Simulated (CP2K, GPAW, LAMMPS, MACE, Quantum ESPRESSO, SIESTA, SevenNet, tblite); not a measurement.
**Glassy B2O3 (90 atoms) in other programs, against a plane-wave reference**

Aim: run glassy B2O3 (90 atoms) in several programs and set results and cost side by side. A plane-wave run serves as the reference.

Method: Kohn-Sham DFT, PBE, SSSP efficiency 1.3.0 pseudopotentials, plane waves, in Quantum ESPRESSO 7.5.

## (1) Set-up

The cell holds 90 atoms: 36 B and 54 O. Cell: a = 10.120 Å, b = 10.120 Å, c = 10.120 Å, α = 90.0°, β = 90.0°, γ = 90.0°. 90 atoms (36 B, 54 O) placed at random at 1.93 g/cm³, melted at 3000 K for 20 ps at fixed volume with the Buckingham and Coulomb pair potential of Guillot and Sator (Geochim. Cosmochim. Acta 71, 1249 (2007)) with the boron terms of Wang et al. (J. Non-Cryst. Solids 498, 294 (2018)). Quenched from 3000 K to 300 K at 50 K/ps and fixed volume, held 10 ps at zero pressure, then minimised at fixed cell.

## (2) Plane-wave reference

pw.in

```
&control
  calculation = 'scf'
  pseudo_dir = './pseudo'
  outdir = './tmp'
  disk_io = 'none'
  tprnfor = .true.
  tstress = .true.
/
&system
  ibrav = 0
  nat = 90
  ntyp = 2
  ecutwfc = 60
  ecutrho = 480
  nosym = .true.
  occupations = 'smearing'
  smearing = 'fd'
  degauss = 0.003675
/
&electrons
  conv_thr = 4.5e-07
  electron_maxstep = 100
  mixing_beta = 0.4
  mixing_mode = 'plain'
  diagonalization = 'david'
/
ATOMIC_SPECIES
B 10.810 B.upf
O 15.999 O.upf
CELL_PARAMETERS angstrom
10.11952 0.00000 0.00000
0.00000 10.11952 0.00000
0.00000 0.00000 10.11952
ATOMIC_POSITIONS crystal
B 0.87236 0.96008 0.19952
B 0.95356 0.84166 0.42979
B 0.29996 0.31808 0.47089
B 0.77167 0.15131 0.84586
B 0.72886 0.22253 0.27002
B 0.58129 0.80465 0.59859
B 0.39058 0.18061 0.86910
B 0.96012 0.59744 0.33123
B 0.37851 0.48428 0.13062
B 0.02536 0.05582 0.99190
B 0.94758 0.73246 0.85286
B 0.68811 0.32854 0.03756
[... 74 atom lines left out ...]
O 0.10647 0.96805 0.92438
O 0.25561 0.65549 0.32361
O 0.53930 0.62678 0.89645
O 0.74123 0.54558 0.80053
K_POINTS gamma
```

Command:

```sh
$ OMP_NUM_THREADS=1 mpirun -np 4 pw.x -in pw.in > output.txt
```

The program printed:

```text
Program PWSCF
     gamma-point specific algorithms are used
     one sub-group per band group will be used
     scalapack distributed-memory algorithm (size of sub-group:  2*  2 procs)
     Parallelization info
     sticks:   dense  smooth     PW     G-vecs:    dense   smooth      PW
     Min        3490    1745    436               310594   109799   13720
     Max        3492    1748    438               310604   109804   13726
     Sum       13965    6985   1749              1242401   439207   54891
     bravais-lattice index     =            0
     lattice parameter (alat)  =      19.1231  a.u.
     unit-cell volume          =    6993.2063 (a.u.)^3
     number of atoms/cell      =           90
     number of atomic types    =            2
     number of electrons       =       432.00
[... lines left out ...]
     scf convergence threshold =      4.5E-07
[... lines left out ...]
     number of k points=     1  Fermi-Dirac smearing, width (Ry)=  0.0037
[... lines left out ...]
     total energy              =   -2483.51966714 Ry
[... lines left out ...]
     total energy              =   -2487.04827478 Ry
[... lines left out ...]
     total energy              =   -2487.01664311 Ry
[... lines left out ...]
     total energy              =   -2487.05886873 Ry
[... lines left out ...]
     total energy              =   -2487.05886855 Ry
[... lines left out ...]
   -18.7701 -18.5079 -18.4905 -18.4255 -18.3830 -18.3180 -18.2766 -18.2705
   -18.1784 -18.1494 -18.0683 -18.0303 -17.9912 -17.9550 -17.9138 -17.8506
   -17.8324 -17.7602 -17.6871 -17.6373 -17.5463 -17.5024 -17.4393 -17.3853
[...]
8.5463   8.7074   8.8076   8.8448   8.9302   8.9629   9.0864   9.0989
     9.1310   9.2189   9.2871   9.4255   9.4349   9.5802   9.6367   9.6623
     9.9173   9.9728  10.0621
     the Fermi energy is     3.1040 ev
!    total energy              =   -2487.05886838 Ry
     estimated scf accuracy    <       0.00000023 Ry
     smearing contrib. (-TS)   =      -0.00000000 Ry
     internal energy E=F+TS    =   -2487.05886838 Ry
     The total energy is F=E-TS. E is the sum of the following terms:
     one-electron contribution =   -1187.49623015 Ry
     hartree contribution      =     799.57687150 Ry
     xc contribution           =    -509.97515240 Ry
     ewald contribution        =   -1076.53038355 Ry
     one-center paw contrib.   =    -512.63397377 Ry
     convergence has been achieved in  11 iterations
     Forces acting on atoms (cartesian axes, Ry/au):
     atom    1 type  1   force =     0.00096955   -0.05849129   -0.02055959
     atom    2 type  1   force =     0.04904379   -0.00481782   -0.06752828
     atom    3 type  1   force =    -0.07359439    0.01416040   -0.00731249
[...]
atom   89 type  2   force =     0.03590225    0.00717716   -0.01117046
     atom   90 type  2   force =     0.00653161    0.01008638   -0.00595289
     Total force =     0.452183     Total SCF correction =     0.000457
     Computing stress (Cartesian axis) and pressure
          total   stress  (Ry/bohr**3)                   (kbar)     P=     -101.38
  -0.00062317  -0.00011463  -0.00006014          -91.67      -16.86       -8.85
  -0.00011463  -0.00057495   0.00014366          -16.86      -84.58       21.13
  -0.00006014   0.00014366  -0.00086933           -8.85       21.13     -127.88
     Message from routine punch:
     Nothing written, as per user request (disk_io='none')
```

It took 72 s on 4 MPI ranks of Arm Neoverse V2, shared host; peak memory 2.8 GiB.

Banners, paths, timers and routine set-up lines are dropped from the logs unmarked, and long logs keep their key lines alone; longer cuts are marked.

Numbers from this run:

```
r.m.s. force component                           : 0.7075 eV/Å
longest force                                    : 3.16 eV/Å
pressure                                         : -10.14 GPa
gap (highest filled to lowest empty level) : 4.663 eV
```

## (3) Structure statistics

Density 2.01 g/cm³, 11.51 Å³ an atom.

Pair distribution functions g(r), in bins of 0.2 Å:

```csv
r (Å),total,O-O,O-B,B-B
1.30,3.88,0.00,8.10,0.00
1.50,1.80,0.00,3.76,0.00
1.70,0.00,0.00,0.00,0.00
1.90,0.00,0.00,0.00,0.00
2.10,0.00,0.00,0.00,0.00
2.30,0.56,1.56,0.00,0.00
2.50,1.50,3.67,0.10,0.78
2.70,0.77,0.07,0.23,3.96
2.90,0.51,0.90,0.33,0.15
3.10,0.77,1.02,0.71,0.40
3.30,1.29,0.81,1.71,1.10
3.50,1.12,0.92,1.43,0.67
3.70,1.46,0.59,2.21,1.16
3.90,1.10,0.82,1.36,0.92
4.10,1.04,1.15,0.95,1.06
4.30,1.06,1.26,0.80,1.37
4.50,1.06,1.38,0.71,1.39
4.70,1.16,1.42,0.96,1.15
4.90,0.96,0.99,0.88,1.11
```

Bonds by pair of elements; cutoffs follow the first minimum of g(r), held within bounds set by covalent radii, and pairs that aren't listed don't count as bonded (cutoffs were set anew for this text, so counts can differ from the run's own analysis):

```csv
pair A-B,cutoff (Å),bonds,mean length (Å),spread (Å),shortest (Å),B about A,A about B
O-B,1.82,108,1.40,0.006,1.38,2,3
```

How many atoms have how many bonded neighbours:

```csv
element,mean,2,3
B,3,0,36
O,2,54,0
```

Oxygen atoms by the number of network formers (Si, P, Ge, B, Al, As, Ga) bound to them:

```csv
network formers bound to O,O atoms,per cent
0,0,0
1,0,0
2,54,100
```

Network units: each former by its oxygen neighbours and how many of them bridge to another former:

```csv
former,O neighbours,bridging O,atoms
B,3,3,36
```

Rings of the network by King's shortest-path rule, up to 12 atoms, one path for each pair of neighbours; H, halogens, alkali and alkaline-earth atoms are left out, and the last column divides by all other atoms, bonded or not:

```csv
ring size (atoms),rings,per network atom
12,2,0.022
```

## (4) The ladder

The programs:
- CP2K 2026.2: Gaussian basis with GTH pseudopotentials and a plane-wave density; labels give functional, basis (MOLOPT sets; SR short-range, UZH the newer set with its own potentials), grid cutoff/relative cutoff and solver (OT: orbital transformation; TRS4, TC2, SIGN: linear-scaling purification with its sparsity filter), or its built-in tight binding.
- GPAW 26.7.0: PAW with atomic orbitals (LCAO), plane waves or a real-space grid of spacing h.
- MACE: machine-learned potential, published weights.
- SIESTA 5.4.2: numerical atomic orbitals, whose automatically made sets are far from complete, with PseudoDojo norm-conserving potentials that we converted to its format (checked against plane waves on the same files for H, C, O, Si, Ge and Ca alone); labels give functional, basis size, energy shift and mesh cutoff.
- SevenNet: machine-learned potential, published weights.
- tblite 0.8.0: extended tight binding, driven from Python.

All use the same cell and atoms; the electronic-structure runs use the same k-mesh, and an electronic temperature of 580 K (0.05 eV) where levels are smeared.

Differences are against the plane-wave reference, forces as r.m.s. over components; share is that over the reference's r.m.s. force, slope the least-squares factor from reference forces to these. Total energies of different programs have different zeros and aren't compared.

```csv
run,"Δ force, r.m.s. (meV/Å)",share (%),slope,Δ pressure (GPa),Δ gap (eV),cores,CPU time,memory (GiB)
reference,-,-,-,-,-,4,4.8 min,2.8
"CP2K PBE, DZVP-MOLOPT-SR, 600/50 Ry, TRS4 filter 1e-03, SCF 1e-04 (coarse)",161,22.7,0.922,3.65,-,4,68 s,2.3
"CP2K PBE, DZVP-MOLOPT-SR, 600/50 Ry, TRS4 filter 1e-07, SCF 1e-07",85.9,12.1,1.029,2.06,-,4,2 min,2.3
"CP2K PBE, DZVP-MOLOPT-SR, 600/50 Ry, diagonalisation",85.9,12.1,1.031,2.06,-0.0272,4,3.1 min,3.7
"CP2K PBE, DZVP-UZH, 600/50 Ry, diagonalisation",90.8,12.8,1.042,1.84,-0.0456,4,3.6 min,3.7
"GPAW PBE, LCAO dzp, h 0.18 Å",156,22.1,1.067,-,-0.132,1,90 s,1.2
"GPAW PBE, LCAO sz(dzp), h 0.18 Å (coarse)",636,89.9,0.603,-,-0.601,1,30 s,0.88
"GPAW PBE, LCAO szp(dzp), h 0.18 Å (coarse)",409,57.8,0.902,-,-0.279,1,72 s,1.1
MACE MP-0b2 small potential,133,18.8,0.866,1.31,-,1,4.8 s,0.7
MACE MPA-0 medium potential,71.4,10.1,0.969,1.21,-,1,5.7 s,1.2
"SIESTA PBE, DZ, shift 0.01 Ry, mesh 500 Ry (coarse)",198,28.0,0.777,4.17,-0.226,2,1.7 min,1.4
"SIESTA PBE, DZP, shift 0.01 Ry, mesh 150 Ry (coarse)",76.4,10.8,1.004,1.43,-0.115,2,59 s,0.8
"SIESTA PBE, DZP, shift 0.01 Ry, mesh 500 Ry",73.9,10.4,1.005,1.48,-0.115,2,4.2 min,2.1
SevenNet l3i5 potential,79.0,11.2,0.925,0.562,-,1,7.3 s,1.8
tblite GFN1-xTB,227,32.0,0.768,0.622,-,1,1.7 s,0.12
tblite GFN2-xTB,296,41.9,0.685,-1.78,-,1,5.8 s,0.12
```

Rows marked coarse were listed beforehand as settings not expected to be converged; some can still land near the reference.

Times of the machine-learned potentials are mostly Python's start and the loading of weights.

CPU time is summed over cores on a shared host, where runs went side by side, so it is rough. Symmetry, cutoffs, thresholds, outputs and thread counts weren't matched or tuned between programs; memory under MPI is the largest rank's times the ranks.

Mean charges by element (e), by run and scheme:

```csv
run,scheme,B,O
"CP2K PBE, DZVP-MOLOPT-SR, 600/50 Ry, TRS4 filter 1e-07, SCF 1e-07",Mulliken,+0.32,-0.21
"CP2K PBE, DZVP-MOLOPT-SR, 600/50 Ry, diagonalisation",Mulliken,+0.32,-0.21
"CP2K PBE, DZVP-MOLOPT-SR, 600/50 Ry, diagonalisation",Hirshfeld,+0.32,-0.22
"CP2K PBE, DZVP-UZH, 600/50 Ry, diagonalisation",Mulliken,+0.41,-0.28
"CP2K PBE, DZVP-UZH, 600/50 Ry, diagonalisation",Hirshfeld,+0.32,-0.21
"SIESTA PBE, DZP, shift 0.01 Ry, mesh 500 Ry",Hirshfeld,+0.24,-0.16
tblite GFN1-xTB,Mulliken,+0.68,-0.46
tblite GFN2-xTB,Mulliken,+0.63,-0.42
```

Within one program, basis, potentials and functional, energies share a zero. Each run against its twin at the usual cutoff or grid and solver:

```csv
run,twin,Δ energy (meV/atom),"Δ force, r.m.s. (meV/Å)",CPU time over the twin's
"CP2K PBE, DZVP-MOLOPT-SR, 600/50 Ry, TRS4 filter 1e-03, SCF 1e-04","DZVP-MOLOPT-SR, 600/50 Ry, diagonalisation",43.7,136,0.37
"CP2K PBE, DZVP-MOLOPT-SR, 600/50 Ry, TRS4 filter 1e-07, SCF 1e-07","DZVP-MOLOPT-SR, 600/50 Ry, diagonalisation",0.0058,9.23,0.65
"SIESTA PBE, DZP, shift 0.01 Ry, mesh 150 Ry","DZP, shift 0.01 Ry, mesh 500 Ry",3.8,25.6,0.23
```

## (5) Results

```json
{
 "reference r.m.s. force component": "0.708 eV/Å",
 "nearest in forces": "a tie at 10 % of 2 runs: MACE MPA-0 medium potential; SIESTA PBE, DZP, shift 0.01 Ry, mesh 500 Ry",
 "farthest in forces": "GPAW PBE, LCAO sz(dzp), h 0.18 Å (coarse), 90 %",
 "cheapest electronic-structure run beside the reference": "tblite GFN1-xTB, 1.7 s of CPU time"
}
```

What this shows: The PBE runs in local orbitals, coarse settings apart, differ by 10 % (SIESTA PBE, DZP, shift 0.01 Ry, mesh 500 Ry) to 22 % (GPAW PBE, LCAO dzp, h 0.18 Å); basis, grid and potentials can all enter. Tight binding differs by 32 % (tblite GFN1-xTB) to 42 % (tblite GFN2-xTB); it is another model, with fitted parameters of its own, and the xTB methods hold dispersion. Machine-learned potentials differ by 10 % (MACE MPA-0 medium potential) to 19 % (MACE MP-0b2 small potential); they were trained on other programs' data. Runs with settings chosen to be coarse differ by 11 % (SIESTA PBE, DZP, shift 0.01 Ry, mesh 150 Ry) to 90 % (GPAW PBE, LCAO sz(dzp), h 0.18 Å), their programs' other errors included. Of the electronic-structure runs that take under half the reference's CPU time, SIESTA PBE, DZP, shift 0.01 Ry, mesh 150 Ry comes nearest, at 11 % in 59 s against 4.8 min. SIESTA PBE, DZ, shift 0.01 Ry, mesh 500 Ry softens the forces by a factor of 0.78 while following their directions (correlation 0.977); the slopes of the 3 SIESTA runs lie between 0.78 and 1.00; the difference isn't even, but is largest on one element. At the same functional, gaps differ from the reference's 4.66 eV by between -0.60 and -0.03 eV. In pressure, SIESTA PBE, DZ, shift 0.01 Ry, mesh 500 Ry misses by +4.2 GPa, at the same functional. Charges hang on model, scheme and program or settings: among these rows the mean for B runs from +0.24 to +0.68 e. With TRS4, tightening the sparsity filter from 1e-03 to 1e-07, and the SCF threshold with it, takes the force difference from the cubic solver from 136 to 9.2 meV/Å, and the CPU time from 0.37 to 0.65 times the cubic solver's. In the reference: filled and empty levels are parted by 4.66 eV (on the run's k-points); a semilocal functional tends to put such gaps too low. In a disordered cell it changes from sample to sample, and tail or defect levels can set it. In the reference: By these cutoffs all B atoms have 3 and all O atoms have 2 bonded neighbours. Periodic xTB results under one method name differ between programs and library versions. The reference's pressure holds the uncorrected Pulay stress of its 60 Ry basis, so small pressure differences, and their order, may be the reference's own error. Machine-learned potentials mimic data converged in k, so the reference's own k-point error enters their differences. The quench rate of 50 K/ps is many orders above laboratory rates, so the cell is likely richer in defects and strain than a real sample. The network of bonds at the start is that of the classical potential that made the cell, and needn't be the one that DFT or experiment would give. The reference's stress is far from hydrostatic: its diagonal is -9.2, -8.5, -12.8 GPa, compression counted positive. The electronic-structure runs sample only Γ, in a cell whose shortest periodic width is 10 Å.

[Also dropped from logs without a mark: logging warnings of Python, and SIESTA's first energy breakdown and zero terms.]

[Logs are printed without paths, hosts, clocks, repeated set-up lines and the standing remarks that a program may print on its own settings, such as how far it seeks lower states.]

[Hosts, paths, dates, database ids (printed as entryN), source tags and the programs' standing remarks are cut or masked in the printed files.]
